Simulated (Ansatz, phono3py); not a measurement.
# KCl (Sylvite, Fm-3m): thermal conductivity with phono3py, part 2 of 2

The second- and third-order constants of KCl (Sylvite) come from an earlier supercell run; what does phono3py make of them?

Measurements to reproduce:
- thermal conductivity 7.1 W/m/K near room temperature (given in “Combining the AFLOW GIBBS and Elastic Libraries to efficiently and robustly screen thermo-mechanical properties of solids”, 2017, arXiv:1611.05714)
- thermal conductivity 7.1 W/m/K near room temperature (given in “Predicting the lattice thermal conductivity of solids by solving the Boltzmann transport equation: AFLOW - AAPL an automated, accurate and efficient framework”, 2017, arXiv:1611.05481)

phono3py 4.10.0; DFT LDA, scalar-relativistic, plane waves, PAW; PAW set soft_1; phono3py on Ansatz's force constants.

So far, κ at 300 K (W/m/K): step 2 (relaxation-time solution) 10.3; step 15 (solver RTA with coherences (SMM19)) 10.4; step 16 (delta function Gaussian, sigma 0.03 THz) 10.8; step 17 (delta function Gaussian, sigma 0.1 THz) 10.3; step 19 (without dipole term) 10.2.

## (20) A changed mass, third order supercell 3×3×3, supercell 6×6×6

Changing one mass at fixed force constants separates the effect of mass from that of bonding.

The input, phono3py.yaml:

```yaml
phono3py:
  version: "4.10.0"
  frequency_unit_conversion_factor: 15.633302
  symmetry_tolerance: 1.00000e-05

physical_unit:
  atomic_mass: "AMU"
  length: "angstrom"

space_group:
  type: "Fm-3m"
  number: 225
  Hall_symbol: "-F 4 2 3"

primitive_matrix:
- [  1.000000000000000,  0.000000000000000,  0.000000000000000 ]
- [  0.000000000000000,  1.000000000000000,  0.000000000000000 ]
- [  0.000000000000000,  0.000000000000000,  1.000000000000000 ]

supercell_matrix:
- [   3,   0,   0 ]
- [   0,   3,   0 ]
- [   0,   0,   3 ]

# [primitive_cell block left out]
unit_cell:
  lattice:
  - [     0.000000000000000,     3.038637085300000,     3.038637085300000 ] # a
  - [     3.038637085300000,     0.000000000000000,     3.038637085300000 ] # b
  - [     3.038637085300000,     3.038637085300000,     0.000000000000000 ] # c
  points:
  - symbol: K # 1
    coordinates: [  0.000000000000000,  0.000000000000000,  0.000000000000000 ]
    mass: 39.098300
    reduced_to: 1
  - symbol: Cl # 2
    coordinates: [  0.500000000000000,  0.500000000000000,  0.500000000000000 ]
    mass: 35.450000
    reduced_to: 2

# [supercell block left out]
phonon_supercell_matrix:
- [   6,   0,   0 ]
- [   0,   6,   0 ]
- [   0,   0,   6 ]

# [phonon_primitive_cell block left out]
# [phonon_supercell block left out]
nac:
  born_effective_charge:
  - # 1 (K)
    - [  1.109090761846020,  0.000000000000000,  0.000000000000000 ]
    - [  0.000000000000000,  1.109090761846020,  0.000000000000000 ]
    - [  0.000000000000000,  0.000000000000000,  1.109090761846020 ]
  - # 2 (Cl)
    - [ -1.109090761846020,  0.000000000000000,  0.000000000000000 ]
    - [  0.000000000000000, -1.109090761846020,  0.000000000000000 ]
    - [  0.000000000000000,  0.000000000000000, -1.109090761846020 ]
  dielectric_constant:
    - [  2.507462363085693,  0.000000000000000,  0.000000000000000 ]
    - [  0.000000000000000,  2.507462363085693,  0.000000000000000 ]
    - [  0.000000000000000,  0.000000000000000,  2.507462363085693 ]
  unit_conversion_factor: 14.399645
```

Run with:

```sh
$ phono3py phono3py.yaml --mesh 17 17 17 --br --mass 39.098 17.725 --ts 100 300 600
```

Wall time 22 s (8 threads of Intel Xeon at 2.70GHz, shared host); peak memory 0.24 GiB; 2.1 min of CPU time.

This step gave:

| Quantity | Value |
| --- | --- |
| κ at 300 K | 8.109 W/m/K |
| κ xx, yy, zz at 300 K | 8.109, 8.109, 8.109 W/m/K |

W/m/K. Kappa, by row:

| T (K) | xx | yy | zz | yz | xz | xy |
| --- | --- | --- | --- | --- | --- | --- |
| 100 | 28.8 | 28.8 | 28.8 | 0 | 0 | 0 |
| 300 | 8.109 | 8.109 | 8.109 | 0 | 0 | 0 |
| 600 | 3.989 | 3.989 | 3.989 | 0 | 0 | 0 |

Without isotope scattering in either run, κ at 300 K goes from 10.7 to 8.11 W/(m K).

## (21) Mass disorder, third order supercell 3×3×3, supercell 6×6×6

A typed mass variance takes the place of the natural one on the sites of one element, as a model of more or less disorder.

phono3py.yaml is that of step 20.

Run with:

```sh
$ phono3py phono3py.yaml --mesh 17 17 17 --br --isotope --mv 0.000164 0.01 --ts 100 150 200 300 400 500 600 800
```

Elapsed: 23 s, on 8 threads; peak memory 0.24 GiB; 2.2 min of CPU time.

Numbers from this step:

```
κ at 300 K            : 7.623 W/m/K
κ xx, yy, zz at 300 K : 7.623, 7.623, 7.623 W/m/K
```

W/m/K. Kappa, by row:

| T (K) | xx | yy | zz | yz | xz | xy |
| --- | --- | --- | --- | --- | --- | --- |
| 100 | 16.89 | 16.89 | 16.89 | 0 | 0 | 0 |
| 150 | 12.72 | 12.72 | 12.72 | 0 | 0 | 0 |
| 200 | 10.34 | 10.34 | 10.34 | 0 | 0 | 0 |
| 300 | 7.623 | 7.623 | 7.623 | 0 | 0 | 0 |
| 400 | 6.077 | 6.077 | 6.077 | 0 | 0 | 0 |
| 500 | 5.067 | 5.067 | 5.067 | 0 | 0 | 0 |
| 600 | 4.352 | 4.352 | 4.352 | 0 | 0 | 0 |
| 800 | 3.401 | 3.401 | 3.401 | 0 | 0 | 0 |

κ at 300 K goes from 10.3 in the base run to 7.62 W/(m K).

## (22) An input with a fault, third order supercell 3×3×3, supercell 6×6×6

This input was changed on purpose, to see how the program answers.

phono3py.yaml is that of step 21.

Run with:

```sh
$ phono3py phono3py.yaml --mesh 7 7 7 --br --sigma 0.001 --ts 300
```

Elapsed: 4.2 s, on 8 threads; peak memory 0.24 GiB; 4.9 s of CPU time.

The run finished. A setting was moved off its sound value on purpose, so it serves as a test and not as the result.

The fault put into the input: a Gaussian far narrower than the mesh, no isotopes, with which κ at 300 K comes out at 8.7e7 W/(m K).

## (23) Summary of results

```
κ at 300 K, RTA, natural isotopes, mesh 17×17×17 : 10.3 W/m/K
κ at 300 K, RTA, pure, mesh 17×17×17             : 10.7 W/m/K
κ at 300 K, LBTE, mesh 17×17×17                  : 14.0 W/m/K
κ at 300 K, with coherences, mesh 17×17×17       : 10.4 W/m/K
κ at 300 K, no dipole term, mesh 17×17×17        : 10.2 W/m/K
```

In words: On these constants κ of KCl (Sylvite) at 300 K is 10.3 W/(m K) in the base run, by relaxation time; smearing and coherences move that between 10.3 and 10.8. The full solution gives 14.0 W/(m K) (phono3py, mesh 17×17×17). On the same constants and mesh Ansatz's figure, which includes its coherence part, and phono3py's, which doesn't, differ by up to 4.2 %; with phono3py's own coherence part added, which is defined differently, the largest difference is 0.20 %. The last step of the mesh series (21 to 27) moves κ at 300 K by +0.3 %, while the coarsest mesh gives 244 % of the densest value. Normal processes make 59 % of the three-phonon scattering at 300 K, weighting modes by their heat capacity. A boundary length of 0.01 µm leaves 39 % of κ at 300 K. A boundary length of 1 µm leaves 97 % of κ at 300 K. Scaling the mass of Cl by 0.5 at fixed force constants, a model exercise, multiplies the isotope-free κ by 0.759. A mass variance of 0.01 on the Cl sites, typed in place of the natural one, gives 74 % of the base value. A measured thermal conductivity near room temperature is 7.1 W/m/K (arXiv:1611.05714); the calculated 14.0 W/m/K differs by +97 %. The relaxed cell is 10 % smaller in volume than the database cell, which stiffens most phonons and usually raises κ; no run here tested that. Four-phonon, defect and boundary scattering, which are left out, would lower the calculated value; thermal expansion is left out too. The PAW files were made for PBE and are used here under another functional, for which the program regenerates the frozen cores. The cell of these runs is 10 % smaller in volume than the database cell; frequencies and all that rests on them shift with it.

[Logs are printed without paths, hosts, clocks, repeated set-up lines and the standing remarks that a program may print on its own settings, such as how far it seeks lower states.]

[Hosts, paths, dates, database ids (printed as entryN), source tags and the programs' standing remarks are cut or masked in the printed files.]

[A step with changed settings may run another functional than the one named; its input shows which.]
